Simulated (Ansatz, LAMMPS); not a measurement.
# Settings and their price: liquid mixture of acetonitrile and H2O at 300 K (204 atoms)

Density of this cell: 0.851 g/cm³. The cell holds 204 atoms: 58 C, 29 N, 107 H and 10 O. Cell: a = 13.881 Å, b = 13.881 Å, c = 13.881 Å, α = 90.0°, β = 90.0°, γ = 90.0°. 29 acetonitrile, 10 H2O placed at random, at 0.851 g/cm³; overlaps pushed apart, then 10 ps at 450 K with MMFF94 bonds, angles, torsions, charges and radii (Halgren, J. Comput. Chem. 17, 490 (1996)) in harmonic and 12-6 forms; SPC/E water (Berendsen, Grigera and Straatsma, J. Phys. Chem. 91, 6269 (1987)). Snapshot after 20 ps at 300 K and fixed volume.

Geometry: as built.

Reference run: Kohn-Sham DFT, PBE+D3(BJ), PAW (set soft_2), plane waves (Ansatz 0.2.0), cutoff 750 eV, Γ point, fixed occupations.

- r.m.s. force component: 0.9242 eV/Å
- gap (highest filled to lowest empty level): 4.462 eV
- SCF cycles: 11
- time: 30 s on 8 threads of Intel Xeon Platinum 8175M at 2.50GHz (Skylake/Cascade Lake), shared host

**Question.** The same geometry is run again with each of these changes. How far do the results move, and how long does each run take?
- support functions medium
- support functions low
- support functions high
- support functions medium, spacing 0.33 Å
- support functions medium, spacing 0.275 Å
- support functions medium, spacing 0.238 Å
- support functions medium, spacing 0.211 Å
- support functions medium, spacing 0.165 Å
- support functions medium, spacing 0.147 Å

Differences are against the run with plane waves at 750 eV (Kohn-Sham DFT, PBE+D3(BJ), PAW (set soft_2), plane waves), whose r.m.s. force component is 0.924 eV/Å. Energies are set beside the reference only for runs with its functional, potentials and electron count. Times are for 8 threads of Intel Xeon Platinum 8175M at 2.50GHz (Skylake/Cascade Lake), shared host.

```
                                      run  Δ force, r.m.s. (meV/Å)  share of r.m.s. force (%)  Δ energy (meV/atom)  Δ gap (eV)  cycles     time  host memory (GiB)
                                reference                        -                          -                    -           -      11     30 s                7.6
                 support functions medium                     1.24                      0.134               -0.377      6.0e-4      14  2.5 min                7.2
                    support functions low                     1.27                      0.138               -0.378      0.0017      12  2.3 min                7.0
                   support functions high                    0.927                      0.100               -0.393      2.0e-4      18  9.6 min                 15
 support functions medium, spacing 0.33 Å                     28.2                       3.05                 3.90       0.001      14     46 s                3.2
support functions medium, spacing 0.275 Å                     8.04                      0.869               -0.434      5.0e-4      14     49 s                3.3
support functions medium, spacing 0.238 Å                     1.99                      0.215               -0.773      6.0e-4      14     62 s                3.9
support functions medium, spacing 0.211 Å                     1.22                      0.132               -0.359      6.0e-4      14     82 s                5.1
support functions medium, spacing 0.165 Å                     1.03                      0.112               -0.374      6.0e-4      14  2.4 min                7.1
support functions medium, spacing 0.147 Å                     1.04                      0.113               -0.378      3.0e-4      14  2.7 min                7.8
```

Among numerical settings the force difference runs from 0.93 meV/Å (support functions high) to 28 meV/Å (support functions medium, spacing 0.33 Å). At 204 atoms the fastest of the runs at a preset level, support functions low, takes 4.7 times the time of plane waves, in 12 SCF cycles against 11. Differences between support functions and plane waves include what basis error the plane-wave run still has. As the typed spacing goes from 0.147 to 0.33 Å, the force difference goes from 1.0 to 28 meV/Å, and the time from 2.7 min to 46 s. 

[Logs are printed without paths, hosts, clocks, repeated set-up lines and the standing remarks that a program may print on its own settings, such as how far it seeks lower states.]

[Hosts, paths, dates, database ids (printed as entryN), source tags and the programs' standing remarks are cut or masked in the printed files.]

[The MMFF94 radii named for the starting cell were scaled by 0.96; in molecules described by MMFF94, hydrogen bound to N, O or S took a small fixed 12-6 site in their place.]
